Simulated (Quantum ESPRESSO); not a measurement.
## MgS (Niningerite): a worked LO-TO splitting

Aim: work out the LO frequency and the static dielectric constant of MgS (Niningerite) from one linear-response run, then check them.

Calculated with Quantum ESPRESSO 7.5; DFT LDA, scalar-relativistic, plane waves, PseudoDojo norm-conserving pseudopotentials.

## Step 1: The relaxed structure

Symmetry: Fm-3m, No. 225, cubic system. Conventional cell: a = 5.132 Å, b = 5.132 Å, c = 5.132 Å, α = 90.00°, β = 90.00°, γ = 90.00°. Nearest to Mg lie 6 S at 2.57 Å. S has 6 Mg at 2.57 Å nearest. Farther neighbours and most contacts between anions are not listed.

This is the cell after its relaxation at this level of theory, not the database cell from which that began.

## Step 2: What the response run gave

A linear-response run on the relaxed cell, with the response to an electric field; only its zone-centre results are used. Cutoff 84 Ry, k mesh 8×8×8.

Log:

```text
[banners, grids, parts of the stress and lines that vanish by symmetry left out]
Program PHONON v.7.5
     Reading xml data from directory:

[...]
Exchange-correlation= PW
                           (   1   4   0   0   0   0   0)
[...]
(   8 q-points):
[...]
kinetic-energy cut-off    =      84.0000  Ry
     charge density cut-off    =     336.0000  Ry
     convergence threshold     =      1.0E-18
[...]
Exchange-correlation= PW
                           (   1   4   0   0   0   0   0)
[...]
q = (   0.0000000   0.0000000   0.0000000 )
     49 Sym.Ops. (with q -> -q+G )
     G cutoff =  800.4068  (  23589 G-vectors)     FFT grid: ( 45, 45, 45)
     number of k points=    29
[...]
Mode symmetry, O_h (m-3m)  point group:
[...]
Dielectric constant
[...]
End of electric fields calculation
          Dielectric constant in cartesian axis
          (       5.647347302      -0.000000000      -0.000000000 )
          (      -0.000000000       5.647347302       0.000000000 )
          (      -0.000000000       0.000000000       5.647347302 )
          Effective charges (d Force / dE) in cartesian axis without acoustic sum rule applied (asr)
           atom    1  Mg    Mean Z*:        2.30179
      Ex  (        2.30179        0.00000       -0.00000 )
      Ey  (        0.00000        2.30179        0.00000 )
      Ez  (       -0.00000        0.00000        2.30179 )
           atom    2  S     Mean Z*:       -2.31411
      Ex  (       -2.31411        0.00000        0.00000 )
      Ey  (        0.00000       -2.31411       -0.00000 )
      Ez  (        0.00000       -0.00000       -2.31411 )
          Effective charges Sum: Mean:       -0.01232
[...]
Effective charges (d Force / dE) in cartesian axis with asr applied:
           atom    1  Mg    Mean Z*:        2.30795
[...]
atom    2  S     Mean Z*:       -2.30795
[...]
Representation #   1 modes #   1   2   3
[...]
End of self-consistent calculation
     Convergence has been achieved
     Representation #   2 modes #   4   5   6
[...]
End of self-consistent calculation
     Convergence has been achieved
[...]
Dielectric constant in cartesian axis
          (       5.647347302      -0.000000000      -0.000000000 )
          (      -0.000000000       5.647347302       0.000000000 )
          (      -0.000000000       0.000000000       5.647347302 )
          Effective charges (d Force / dE) in cartesian axis without acoustic sum rule applied (asr)
           atom    1  Mg    Mean Z*:        2.30179
[...]
Mode symmetry, C_s (m)     point group:
[...]
q = (    0.750000000  -0.250000000   0.750000000 )
[...]
Mode symmetry, C_s (m)     point group:
     freq (   1-   1) =        153.1  [cm-1]   --> A''
     freq (   2-   2) =        187.8  [cm-1]   --> A'
     freq (   3-   3) =        226.7  [cm-1]   --> A'
     freq (   4-   4) =        251.5  [cm-1]   --> A''
     freq (   5-   5) =        283.2  [cm-1]   --> A'
     freq (   6-   6) =        309.5  [cm-1]   --> A'
[...]
Mode symmetry, C_2v (mm2)  point group:
[...]
q = (    0.500000000   0.000000000   0.500000000 )
[...]
Mode symmetry, C_2v (mm2)  point group:
     freq (   1-   1) =        157.5  [cm-1]   --> B_2  D_4  S_4
     freq (   2-   2) =        188.4  [cm-1]   --> B_1  D_3  S_3
     freq (   3-   3) =        206.6  [cm-1]   --> B_1  D_3  S_3
     freq (   4-   4) =        262.0  [cm-1]   --> A_1  D_1  S_1
     freq (   5-   5) =        281.9  [cm-1]   --> B_2  D_4  S_4
     freq (   6-   6) =        324.2  [cm-1]   --> A_1  D_1  S_1
[...]
Mode symmetry, D_4h(4/mmm) point group:
[...]
Convergence has been achieved
[...]
Convergence has been achieved
[...]
Convergence has been achieved
[...]
Convergence has been achieved
[...]
q = (    0.000000000  -1.000000000   0.000000000 )
[...]
freq (    5) =       8.343155 [THz] =     278.297707 [cm-1]
     freq (    6) =       9.418718 [THz] =     314.174619 [cm-1]
[...]
Mode symmetry, D_4h(4/mmm) point group:
     freq (   1-   2) =        125.0  [cm-1]   --> E_u  X_5' M_5'
     freq (   3-   3) =        185.0  [cm-1]   --> A_2u X_4' M_4'
     freq (   4-   5) =        278.3  [cm-1]   --> E_u  X_5' M_5'
     freq (   6-   6) =        314.2  [cm-1]   --> A_2u X_4' M_4'
[...]
Mode symmetry, D_2d (-42m) point group:
[...]
Representation #   1 mode #   1
[...]
Convergence has been achieved
     Representation #   2 mode #   2
[...]
Convergence has been achieved
     Representation #   3 modes #   3   4
[...]
End of self-consistent calculation
     Convergence has been achieved
     Representation #   4 modes #   5   6
[...]
End of self-consistent calculation
     Convergence has been achieved
[...]
q = (   -0.500000000  -1.000000000   0.000000000 )
[...]
freq (    1) =       5.134243 [THz] =     171.259924 [cm-1]
     freq (    2) =       5.134243 [THz] =     171.259924 [cm-1]
     freq (    3) =       7.185253 [THz] =     239.674241 [cm-1]
     freq (    4) =       7.252302 [THz] =     241.910739 [cm-1]
     freq (    5) =       8.915690 [THz] =     297.395421 [cm-1]
     freq (    6) =       8.915690 [THz] =     297.395421 [cm-1]
[...]
Mode symmetry, D_2d (-42m) point group:
     freq (   1-   2) =        171.3  [cm-1]   --> E    X_5  W_3
     freq (   3-   3) =        239.7  [cm-1]   --> B_2  X_3  W_2
     freq (   4-   4) =        241.9  [cm-1]   --> A_1  X_1  W_1
     freq (   5-   6) =        297.4  [cm-1]   --> E    X_5  W_3

   JOB DONE.
```

| quantity | value |
| --- | --- |
| cell volume Ω (Å³) | 33.786 |
| mass of Mg (u) | 24.305 |
| mass of S (u) | 32.060 |
| Born charge of Mg, raw (e) | 2.302 |
| Born charge of S, raw (e) | -2.314 |
| ε∞ | 5.647 |
| ω(TO) after the sum rule (cm⁻¹) | 251.4 |

## Step 3: The calculation

The charges must sum to zero over the cell; taking off their mean, -0.006 e, leaves Z* = 2.308 e on Mg. In the polar mode Mg moves against S, so the reduced mass is μ = 24.30 × 32.06 / 56.37 = 13.825 u.

A longitudinal wave builds up a field that adds to the restoring force: ω(LO)² = ω(TO)² + 4π Z*² / (μ Ω ε∞), in Hartree atomic units. With μ = 25201 electron masses and Ω = 228.00 bohr³ the second term is 2.0629e-06 Ha², or 99367 cm⁻² (1 Ha = 219474.6 cm⁻¹).

So ω(LO) = √(63212 + 99367) = 403.2 cm⁻¹, and by the Lyddane-Sachs-Teller relation ε₀ = ε∞ (ω(LO)/ω(TO))² = 14.52.

## Step 4: Check against the program

The analysis program adds the same non-analytic term to the full matrix, here for q along (1 0 0).

Log:

```text
[banner, memory and clock lines left out]
Program DYNMAT v.7.5

     Reading Dynamical Matrix from file x.dyn1
     ...Force constants read
     ...epsilon and Z* read

     Polarizability (A^3 units)
     multiply by 0.392293 for Clausius-Mossotti correction
        12.494979   -0.000000   -0.000000
        -0.000000   12.494979    0.000000
        -0.000000    0.000000   12.494979

     IR activities are in (D/A)^2/amu units

# mode   [cm-1]    [THz]      IR
    1     -0.00   -0.0000    0.0000
    2      0.00    0.0000    0.0000
    3      0.00    0.0000    0.0000
    4    251.42    7.5374    8.8894
    5    251.42    7.5374    8.8894
    6    403.21   12.0879    8.8894
```

ε₀ comes from the program's run without a direction of q.

| quantity | by hand | program |
| --- | --- | --- |
| ω(LO) (cm⁻¹) | 403.2 | 403.2 |
| ε₀ | 14.52 | 14.52 |

## Step 5: Outcome

```
TO mode                    : 251.4 cm⁻¹
LO mode                    : 403.2 cm⁻¹
static dielectric constant : 14.52
```

What this shows: The LO mode of MgS (Niningerite) lies at 403 cm⁻¹, 152 cm⁻¹ above the TO mode; the formula meets the program within 0.1 cm⁻¹, as it must for a cubic crystal with one polar mode. ω(LO)² − ω(TO)² goes with Z*²/ε∞: an error of 5 % in ε∞ would move the LO mode by 5.9 cm⁻¹, and semilocal functionals tend to overestimate ε∞. These are harmonic values at zero temperature, at the volume of this functional, for the structure held cubic; stability elsewhere in the zone is no part of this calculation.

[Host names and launcher messages were left out of these logs when they were recorded.]

[Logs are printed without paths, hosts, clocks, repeated set-up lines and the standing remarks that a program may print on its own settings, such as how far it seeks lower states.]

[Hosts, paths, dates, database ids (printed as entryN), source tags and the programs' standing remarks are cut or masked in the printed files.]
